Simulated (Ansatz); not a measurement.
# PtC (model cell, started as rocksalt type): following an unstable mode, part 2 of 2

Aim: this structure of PtC (model cell, started as rocksalt type) is to be tested for unstable modes, and one is followed downhill.

Ansatz 0.2.0; DFT PBEsol, scalar-relativistic, plane waves, PAW.

So far, highest frequency on the path or at a solved wavevector (cm⁻¹): step 2 (phonons on a q mesh) 498. Also lowest frequency on the path (cm⁻¹): step 2 -544.

The structure was built from a prototype and need not be the compound's stable phase.

## Step 6: Relaxing from the distorted cell

Starting from the lowest point found, all atoms and the cell are let go, so that strain and other modes of the same symmetry can join in.

Input file input.yaml:

```yaml
crystal:
  lattice:
    - [0.0, 2.2083183167, 2.2083183167]
    - [2.2083183167, 0.0, 2.2083183167]
    - [2.2083183167, 2.2083183167, 0.0]
  atoms:
    - { symbol: Pt, position: [0.0077263869, -0.0025754623, -0.0025754623] }
    - { symbol: C, position: [0.3745071636, 0.5418309455, 0.5418309455] }
kpoints:
  mp_grid: { grid: [16, 16, 16] }
hamiltonian:
  xc: pbesol
scf:
  occupations: { method: methfessel_paxton, width: 0.2 }
output:
  forces: true
  stress: true
  eigenvalues: true
relax:
  adjacent_minimum: "off"
  f_tol: 0.002
  max_steps: 120
  cell: { stress_tol: 0.03 }
```

Command:

```console
> ansatz run input.yaml --threads 4 --pin off --max-ram 7168MiB --backend cpu --events-out ev --progress --plain --runs-dir out
```

Numbers of over 12 decimals in the logs are rounded to 6 here.

What it wrote:

```text
[...]
Crystal: 2 atoms, lattice volume = 21.538 Å³
Basis set: ecut = 420 eV, 411 PW (Γ), exchange–correlation on 48×48×48 points (8 copies of the dense FFT grid, shifted against one another)
Bands: 15, of which v1, the nominal top of the filled ones, is band 11 counted from 1 (10 counted from 0)
Symmetry: 6 space group operations
[...]
k-points: 417 of 4096 (time reversal used)
[...]
SCF iter   1: F=—  HF=-12627.942023 eV  |F-HF|=—  |Δ(HF+E_count)|=         —  Δρ=1.28e-2  dr2=3.67e-2  ethr=1.77e-3  ⟨swp⟩=4.1  Hψ=27697  notcnv=0
[...]
SCF iter   6: F=-12627.934414 eV  HF=-12627.934414 eV  |F-HF|=2.98e-10  |Δ(HF+E_count)|=   4.37e-8  S|Δr|=    0.00e0  Δρ=5.36e-6  dr2=2.31e-9  ethr=4.55e-10  ⟨swp⟩=5.0  Hψ=27177  notcnv=0
SCF 1 converged in 6 iterations: F = -12627.934414 eV  dr2 = 2.31e-9
[...]
relax step   1: F+E_penalty+E_count = -12627.93441378 eV  Δ(F+E_penalty+E_count) = +0.000e0 eV  max|allowed force component| = 2.116e-1 eV/Å  Δτ_max = 0.0000 Å  P = +9.986 GPa  Ω = 21.538 Å³  (6 SCF iters, dr2 threshold 1.00e-7 eV, accepted)
Crystal: 2 atoms, lattice volume = 22.355 Å³
Basis set: ecut = 420 eV, 441 PW (Γ), exchange–correlation on 48×48×48 points (8 copies of the dense FFT grid, shifted against one another)
[...]
SCF iter   5: F=-12628.018218 eV  HF=-12628.018218 eV  |F-HF|=6.85e-9  |Δ(HF+E_count)|=   1.18e-7  S|Δr|=    0.00e0  Δρ=1.70e-5  dr2=2.38e-8  ethr=9.09e-10  ⟨swp⟩=5.4  Hψ=28208  notcnv=0
SCF 2 converged in 5 iterations: F = -12628.018218 eV  dr2 = 2.38e-8
relax step   2: F+E_penalty+E_count = -12628.01821836 eV  Δ(F+E_penalty+E_count) = -8.380e-2 eV  max|allowed force component| = 8.499e-2 eV/Å  Δτ_max = 0.0045 Å  P = -0.557 GPa  Ω = 22.355 Å³  energy of the carried Pulay correction = -1.481e-3 eV  (5 SCF iters, dr2 threshold 2.00e-7 eV, accepted)
Crystal: 2 atoms, lattice volume = 22.434 Å³
Basis set: ecut = 420 eV, 453 PW (Γ), exchange–correlation on 48×48×48 points (8 copies of the dense FFT grid, shifted against one another)
[...]
SCF iter   5: F=-12628.048368 eV  HF=-12628.048368 eV  |F-HF|=2.90e-9  |Δ(HF+E_count)|=   3.43e-8  S|Δr|=    0.00e0  Δρ=7.56e-6  dr2=5.84e-9  ethr=9.09e-10  ⟨swp⟩=5.0  Hψ=26432  notcnv=0
SCF 3 converged in 5 iterations: F = -12628.048368 eV  dr2 = 5.84e-9
relax step   3: F+E_penalty+E_count = -12628.04836813 eV  Δ(F+E_penalty+E_count) = -3.015e-2 eV  max|allowed force component| = 1.843e-1 eV/Å  Δτ_max = 0.0033 Å  P = -1.009 GPa  Ω = 22.434 Å³  energy of the carried Pulay correction = -1.621e-3 eV  (5 SCF iters, dr2 threshold 2.00e-7 eV, accepted)
[... from here on, the SCF cycles and remarks between the steps are left out ...]
relax step   4: F+E_penalty+E_count = -12628.05523510 eV  Δ(F+E_penalty+E_count) = -6.867e-3 eV  max|allowed force component| = 1.048e-1 eV/Å  Δτ_max = 0.0068 Å  P = -0.372 GPa  Ω = 22.513 Å³  energy of the carried Pulay correction = -1.761e-3 eV  (4 SCF iters, dr2 threshold 2.00e-7 eV, accepted)
relax step   5: F+E_penalty+E_count = -12628.05678565 eV  Δ(F+E_penalty+E_count) = -1.551e-3 eV  max|allowed force component| = 1.698e-2 eV/Å  Δτ_max = 0.0075 Å  P = +0.079 GPa  Ω = 22.610 Å³  energy of the carried Pulay correction = -1.932e-3 eV  (4 SCF iters, dr2 threshold 2.00e-7 eV, accepted)
relax step   6: F+E_penalty+E_count = -12628.05679772 eV  Δ(F+E_penalty+E_count) = -1.207e-5 eV  max|allowed force component| = 1.804e-3 eV/Å  Δτ_max = 0.0017 Å  P = -0.015 GPa  Ω = 22.647 Å³  energy of the carried Pulay correction = -1.997e-3 eV  (4 SCF iters, dr2 threshold 4.53e-8 eV, accepted)
relax step   7: F+E_penalty+E_count = -12628.06499988 eV  Δ(F+E_penalty+E_count) = -8.202e-3 eV  max|allowed force component| = 2.358e-3 eV/Å  Δτ_max = 0.0000 Å  P = +0.447 GPa  Ω = 22.647 Å³  stress off target by 1.25e0 GPa  SCF on the basis re-selected at this cell (its energy is not comparable with the rows above)  (6 SCF iters)
relax step   8: F+E_penalty+E_count = -12628.06577916 eV  Δ(F+E_penalty+E_count) = -7.793e-4 eV  max|allowed force component| = 1.240e-2 eV/Å  Δτ_max = 0.0019 Å  P = -0.096 GPa  Ω = 22.759 Å³  energy of the carried Pulay correction = -1.922e-4 eV  (4 SCF iters, dr2 threshold 2.00e-7 eV, accepted)
relax step   9: F+E_penalty+E_count = -12628.06577642 eV  Δ(F+E_penalty+E_count) = +2.734e-6 eV  max|allowed force component| = 4.473e-4 eV/Å  Δτ_max = 0.0014 Å  P = -0.025 GPa  Ω = 22.784 Å³  energy of the carried Pulay correction = -2.359e-4 eV  (4 SCF iters, dr2 threshold 6.04e-8 eV, accepted)
relax step  10: F+E_penalty+E_count = -12628.06603230 eV  Δ(F+E_penalty+E_count) = -2.559e-4 eV  max|allowed force component| = 4.758e-4 eV/Å  Δτ_max = 0.0000 Å  P = -0.026 GPa  Ω = 22.784 Å³  stress off target by 4.00e-2 GPa  SCF on the basis re-selected at this cell (its energy is not comparable with the rows above)  (5 SCF iters)
relax step  11: F+E_penalty+E_count = -12628.06604024 eV  Δ(F+E_penalty+E_count) = -7.936e-6 eV  max|allowed force component| = 8.079e-4 eV/Å  Δτ_max = 0.0002 Å  P = -0.008 GPa  Ω = 22.780 Å³  energy of the carried Pulay correction = +6.985e-6 eV  (3 SCF iters, dr2 threshold 4.00e-9 eV, accepted)
[...]
SCF iter   4: F=-12628.066032 eV  HF=-12628.066032 eV  |F-HF|=3.64e-12  |Δ(HF+E_count)|=  1.82e-12  S|Δr|=    0.00e0  Δρ=4.07e-8  dr2=8.66e-14  ethr=1.00e-12  ⟨swp⟩=5.0  Hψ=24225  notcnv=0
SCF 12 converged in 4 iterations: F = -12628.066032 eV  dr2 = 8.66e-14
relax step  12: F+E_penalty+E_count = -12628.06603168 eV  Δ(F+E_penalty+E_count) = +8.561e-6 eV  max|allowed force component| = 7.970e-4 eV/Å  Δτ_max = 0.0000 Å  P = -0.008 GPa  Ω = 22.780 Å³  stress off target by 9.95e-3 GPa  SCF on the basis re-selected at this cell (its energy is not comparable with the rows above)  (4 SCF iters)
basis re-selected at this cell: Δ(F+E_penalty+E_count) = +8.561e-6 eV, ΔP = +0.000 GPa vs the last step (what re-selecting the basis moved, of the pressure what is left beyond the Pulay correction that the steps carried, after the strain that the cell walked since its last selection, with what the two solves' SCF thresholds leave and, on support functions, any second-order correction that the steps lacked; it is no m [...]
SCF converged after 4 iterations
[...]
Free energy (F): -12628.066032 eV
[...]
Internal energy: -12628.065860 eV  (E = F + TS)
E sigma→0 (E₀):  -12628.065989 eV
Entropy (-TS):   -0.000172 eV (-0.086 meV/atom)
Fermi energy:    19.310589 eV
Step filling:    the computed levels leave a gap of 0.0133 eV = 0.1 smearing widths at the electron count; against every level under it full and every level over it empty, smearing changes F+E_penalty+E_count by +0.192 meV and its σ→0 estimate by +0.235 meV
[...]
--- Forces (eV/Å), atoms counted from 1 ---
  atom   1  Pt    -0.00079698     0.00079698     0.00079698
  atom   2  C      0.00079695    -0.00079695    -0.00079695
  max |Σ_I F_I| component: 3.22e-8 eV/Å
--- Stress (GPa, compression-positive) ---
       -0.007899      -0.002053      -0.002053
       -0.002053      -0.007899       0.002053
       -0.002053       0.002053      -0.007899
  P = ⅓ Tr σ = -0.0079 GPa (-0.079 kbar)
--- Band table (eV; the first three rows and the last of 417) ---
  k-point 0: bands = [... 7 lower, 13.4252, 15.2451, 15.2451, 19.7436, 21.0100, 21.0100, 23.7334, 30.0235]
  k-point 1: bands = [... 7 lower, 13.4560, 15.1617, 15.1867, 19.6221, 21.0555, 21.1559, 23.9852, 30.2008]
  k-point 2: bands = [... 7 lower, 13.5688, 14.9445, 15.0849, 19.1567, 21.4389, 21.5444, 24.5174, 30.6726]
  k-point 416: bands = [... 7 lower, 12.3243, 16.0625, 16.0625, 17.4116, 24.2572, 24.2572, 25.9146, 28.8861]
--- Relaxed structure (9 steps of the walk, 9 accepted, 3 SCFs on fresh bases) ---
  F+E_penalty+E_count = -12628.06603168 eV   max|allowed force component| = 7.970e-4 eV/Å   (the final SCF, on the basis selected at the relaxed cell)
  cell:  # Å, volume = 22.7797 Å³
    - [-0.235896, 2.373864, 2.373864]
    - [2.137969, 0.0, 2.137969]
    - [2.137969, 2.137969, 0.0]
  atoms:
    - { symbol: Pt, position: [0.012187, -0.00406235, -0.00406235] }
    - { symbol: C, position: [0.370046, 0.543318, 0.543318] }
```

The job ended after 32 s (4 threads of Arm Neoverse V2, shared host; peak memory 0.49 GiB; 2.1 min of CPU time).

The steps of the relaxation:

| step | energy less that of the first step (eV) | largest force component (eV/Å) | pressure (GPa) | volume (Å³) |
| --- | --- | --- | --- | --- |
| 1 | 0.0000 | 0.2116 | 9.99 | 21.54 |
| 2 | -0.0838 | 0.0850 | -0.56 | 22.36 |
| 3 | -0.1140 | 0.1843 | -1.01 | 22.43 |
| 4 | -0.1208 | 0.1048 | -0.37 | 22.51 |
| 5 | -0.1224 | 0.0170 | 0.08 | 22.61 |
| 6 | -0.1224 | 0.0018 | -0.01 | 22.65 |
| 7* | -0.1306 | 0.0024 | 0.45 | 22.65 |
| 8 | -0.1314 | 0.0124 | -0.10 | 22.76 |
| 9 | -0.1314 | 0.0004 | -0.02 | 22.78 |
| 10* | -0.1316 | 0.0005 | -0.03 | 22.78 |
| 11 | -0.1316 | 0.0008 | -0.01 | 22.78 |
| 12* | -0.1316 | 0.0008 | -0.01 | 22.78 |

Relaxation steps marked * repeat the geometry before them on a plane-wave basis chosen anew for their cell, so energy and pressure can jump there.

The run keeps the 6 symmetry operations that it works with, so distortions that break them were not tested.

| cell as run | before | after | change |
| --- | --- | --- | --- |
| a (Å) | 3.123 | 3.365 | +7.8 % |
| b (Å) | 3.123 | 3.024 | -3.2 % |
| c (Å) | 3.123 | 3.024 | -3.2 % |
| β (°) | 60.00 | 63.31 | +5.5 % |
| γ (°) | 60.00 | 63.31 | +5.5 % |
| volume (Å³/atom) | 10.77 | 11.39 | +5.8 % |

The atoms that moved most (Å, as changes of fractional coordinates times the final cell):

| atom | dx | dy | dz | length |
| --- | --- | --- | --- | --- |
| Pt1 | -0.007 | 0.007 | 0.007 | 0.013 |
| C2 | 0.007 | -0.007 | -0.007 | 0.013 |

Final coordinates:

```cif
data_structure
_symmetry_space_group_name_H-M 'P 1'
_symmetry_Int_Tables_number 1
_cell_length_a 3.3654
_cell_length_b 3.0235
_cell_length_c 3.0235
_cell_angle_alpha 60.000
_cell_angle_beta 63.307
_cell_angle_gamma 63.307
_cell_volume 22.78
loop_
_atom_site_label
_atom_site_type_symbol
_atom_site_fract_x
_atom_site_fract_y
_atom_site_fract_z
_atom_site_occupancy
Pt1 Pt 0.01219 0.99594 0.99594 1
C2 C 0.37005 0.54332 0.54332 1
```

This step gave:

```yaml
pressure: -0.007899 GPa
volume_per_atom: 11.39 Å³
```

The distorted start has space group R3m; the relaxation ends in R3m.

## Step 7: The new phase in its own primitive cell

The relaxed structure is symmetrised, reduced to its primitive cell and relaxed tightly, as its phonons need.

input.yaml, the sections that differ from step 6:

```yaml
crystal:
  lattice:
    - [1.5117721354, 0.8728220493, 2.8772965972]
    - [-1.5117721354, 0.8728220493, 2.8772965972]
    - [0.0, -1.7456440986, 2.8772965972]
  atoms:
    - { symbol: Pt, position: [0.9959376477, 0.9959376477, 0.9959376477] }
    - { symbol: C, position: [0.5433178355, 0.5433178355, 0.5433178355] }
kpoints:
  mp_grid: { grid: [18, 18, 18] }
relax:
  adjacent_minimum: "off"
  f_tol: 0.001
  max_steps: 60
  cell: { stress_tol: 0.01 }
# hamiltonian, scf, output: as in step 6
```

What it wrote:

```text
[...]
Crystal: 2 atoms, lattice volume = 22.780 Å³
Basis set: ecut = 420 eV, 447 PW (Γ), exchange–correlation on 48×48×48 points (8 copies of the dense FFT grid, shifted against one another)
Bands: 15, of which v1, the nominal top of the filled ones, is band 11 counted from 1 (10 counted from 0)
Symmetry: 6 space group operations
[...]
k-points: 580 of 5832 (time reversal used)
[...]
k-point 579: bands = [... 7 lower, 12.3193, 16.0593, 16.0593, 17.4099, 24.2541, 24.2541, 25.9082, 28.8810]
--- Relaxed structure (3 steps of the walk, 3 accepted, 1 SCFs on fresh bases) ---
[...]
cell:  # Å, volume = 22.7834 Å³
    - [1.511956, 0.872928, 2.877063]
    - [-1.511956, 0.872928, 2.877063]
    - [0, -1.745856, 2.877063]
  atoms:
    - { symbol: Pt, position: [0.995909, 0.995909, 0.995909] }
    - { symbol: C, position: [0.543347, 0.543347, 0.543347] }
[key lines of the parts left out:]
SCF converged after 5 iterations
Free energy (F): -12628.066076 eV
Fermi energy:    19.309335 eV
P = ⅓ Tr σ = 0.0059 GPa (0.059 kbar)
```

The job ended after 14 s (4 threads; peak memory 0.55 GiB; 55 s of CPU time).

Little changed from the start: no atom moved by 0.005 Å and no cell edge by 0.1 %.

This step gave:

```
pressure : 0.005904 GPa
```

The largest force component left is 0.17 meV/Å and the pressure is 0.006 GPa, within the tolerances set. The cell now holds 11.39 Å³/atom.

## Step 8: Modes of the new phase, k-mesh 18×18×18

A relaxed structure may still be a saddle point, so its zone-centre modes are computed. No field response is asked, since the mesh shows no gap.

input.yaml, the sections that differ from step 7:

```yaml
crystal:
  lattice:
    - [1.5119558304, 0.8729281057, 2.8770632546]
    - [-1.5119558304, 0.8729281057, 2.8770632546]
    - [0.0, -1.7458562114, 2.8770632546]
  atoms:
    - { symbol: Pt, position: [0.9959089134, 0.9959089134, 0.9959089134] }
    - { symbol: C, position: [0.5433465698, 0.5433465698, 0.5433465698] }
output:
  eigenvalues: true
phonons:
  method: dfpt
# kpoints, hamiltonian, scf: as in step 7
# relax: removed
```

What it wrote:

```text
[...]
Crystal: 2 atoms, lattice volume = 22.783 Å³
Basis set: ecut = 420 eV, 447 PW (Γ), exchange–correlation on 48×48×48 points (8 copies of the dense FFT grid, shifted against one another)
Bands: 15, of which v1, the nominal top of the filled ones, is band 11 counted from 1 (10 counted from 0)
Symmetry: 6 space group operations
k-points: 1550 of 5832 (irreducible under 2 space group operations, time reversal used)
[...]
SCF iter   1: F=—  HF=-12628.073125 eV  |F-HF|=—  |Δ(HF+E_count)|=         —  Δρ=1.29e-2  dr2=3.73e-2  ethr=1.77e-3  ⟨swp⟩=4.0  Hψ=102736  notcnv=0
[...]
SCF iter   8: F=-12628.066076 eV  HF=-12628.066076 eV  |F-HF|=1.82e-12  |Δ(HF+E_count)|=  4.55e-11  S|Δr|=    0.00e0  Δρ=1.26e-7  dr2=1.58e-12  ethr=1.00e-12  ⟨swp⟩=4.1  Hψ=107604  notcnv=0
SCF 1 converged in 8 iterations: F = -12628.066076 eV  dr2 = 1.58e-12
[...]
DFPT response loops at Γ: preconditioner auto → Kerker (q_TF=auto, 2.712 Å⁻¹) (partly filled bands, converged f_vac=0.000); β = 1.00, the filter's whole step (`scf.mixing.beta` (0.50) is not read by the response loops under this deck's `scf.mixing.preconditioner`; to damp them name `kerker` or `kerker_dos`, under which they read `scf.mixing.beta`, and type it under 1.00, their step now; both keys bind the ground state too); Broyden in place of MSR1
SCF converged after 8 iterations
[...]
Free energy (F): -12628.066076 eV
[...]
Internal energy: -12628.065576 eV  (E = F + TS)
E sigma→0 (E₀):  -12628.065951 eV
Entropy (-TS):   -0.000500 eV (-0.250 meV/atom)
Fermi energy:    19.309335 eV
[...]
--- Band table (eV; the first three rows and the last of 1550) ---
  k-point 0: bands = [... 7 lower, 13.4200, 15.2413, 15.2413, 19.7445, 21.0079, 21.0079, 23.7265, 30.0182]
  k-point 1: bands = [... 7 lower, 13.4448, 15.1750, 15.1941, 19.6516, 21.0373, 21.1237, 23.9298, 30.1591]
  k-point 2: bands = [... 7 lower, 13.5238, 14.9972, 15.0992, 19.2832, 21.3194, 21.4399, 24.3856, 30.5451]
  k-point 1549: bands = [... 7 lower, 12.3193, 16.0593, 16.0593, 17.4099, 24.2541, 24.2541, 25.9082, 28.8810]
--- Phonons (Γ-DFPT): 4 representative perturbations + reference, on 1550 of 5832 k-points (Σ response iterations 14) ---
  k mesh reduced under 2 symmetry operations, with k and −k counted as one. Each operation leaves every solved perturbation unchanged. A smaller set is not used because it would not reduce the number of displacements times k-points to solve
  ASR residual: 3.433e-5 → 0.000e0 eV/Å²; symmetrization residual: 1.302e-6 eV/Å²
  ASR residual per site (eV/Å²): 3.43e-5 1.45e-5
  Γ frequencies (cm⁻¹): 0.00 0.00 0.00 539.62 547.83 547.83
  non-analytic LO–TO correction: not included (Born effective charges unavailable; polar crystals: no LO–TO splitting at Γ)
```

The job ended after 54 s (4 threads; peak memory 1.6 GiB; 3.4 min of CPU time).

Numbers from this step:

```yaml
sum_rule_residual_before_enforcement: 3.43e-5 eV/Å²
point_group: 3m
highest_optical_mode_at_the_zone_centre_no_lo_to_term: 547.8 cm⁻¹
lowest_optical_zone_centre_mode: 539.6 cm⁻¹
```

Patterns of degenerate modes are one choice out of their space. The modes at Γ (shares of kinetic energy by element, %):

| mode | frequency (cm⁻¹) | symmetry | Pt % | C % |
| --- | --- | --- | --- | --- |
| 1 | 0.0 | acoustic | 94 | 6 |
| 2 | 0.0 | acoustic | 94 | 6 |
| 3 | 0.0 | acoustic | 94 | 6 |
| 4 | 539.6 | A1 | 6 | 94 |
| 5 | 547.8 | E | 6 | 94 |
| 6 | 547.8 | E | 6 | 94 |

Displacements in mode 4 (539.6 cm⁻¹), the largest set to 1:
```
Pt1  0.00  0.00 -0.06
C2   0.00  0.00  1.00
```

Displacements in mode 6 (547.8 cm⁻¹), the largest set to 1:
```
Pt1 -0.06  0.00  0.00
C2   1.00  0.00  0.00
```

Before it was imposed, the acoustic sum rule was missed by 3.4e-5 eV/Å². Small misses are needed for a sound result but don't prove that mesh and cutoff are converged. The lowest optical mode is real, 540 cm⁻¹.

## Step 9: Outcome

| Quantity | Value |
| --- | --- |
| unstable mode of the parent | q = (0, 0, 0), 544i cm⁻¹ |
| depth at the lowest point sampled | 117 meV/atom |
| largest atomic shift at that point | 0.32 Å |
| space group reached (within 0.01 Å) | R3m |
| energy gained over the parent (first relaxation, on the mesh of the frozen mode) | 183 meV/atom |
| volume per atom, phase reached | 11.4 Å³ |
| lowest optical zone-centre mode, phase reached | 540 cm⁻¹ |
| highest optical mode at the zone centre (no LO-TO term), phase reached | 548 cm⁻¹ |

In words: Along this mode the structure falls into R3m, 183 meV/atom below the parent. At the parent's cell the well is 116.7 meV/atom deep on the steps tried, with its lowest point at a shift of 0.32 Å. Relaxing atoms and cell changes the gain by +65.86 meV/atom against the lowest step (energies at zero smearing). The new phase has no imaginary mode at the zone centre of its cell; other wavevectors were not checked. Of the 6 patterns followed to their end from this parent, this one ends 345 meV/atom above the lowest, F-43m. Each path keeps the symmetry of its pattern, so a lower phase may lie along a pattern not tried. With no gap, or one that is small against the smearing, the frequencies hang on the k mesh and the smearing, most of all near Kohn anomalies. Spin-orbit coupling is left out, which can matter for the heavy elements here. The starting cell was built on a prototype and not taken from a measurement, so the phase need not exist.

[Logs are printed without paths, hosts, clocks, repeated set-up lines and the standing remarks that a program may print on its own settings, such as how far it seeks lower states.]

[Hosts, paths, dates, database ids (printed as entryN), source tags and the programs' standing remarks are cut or masked in the printed files.]
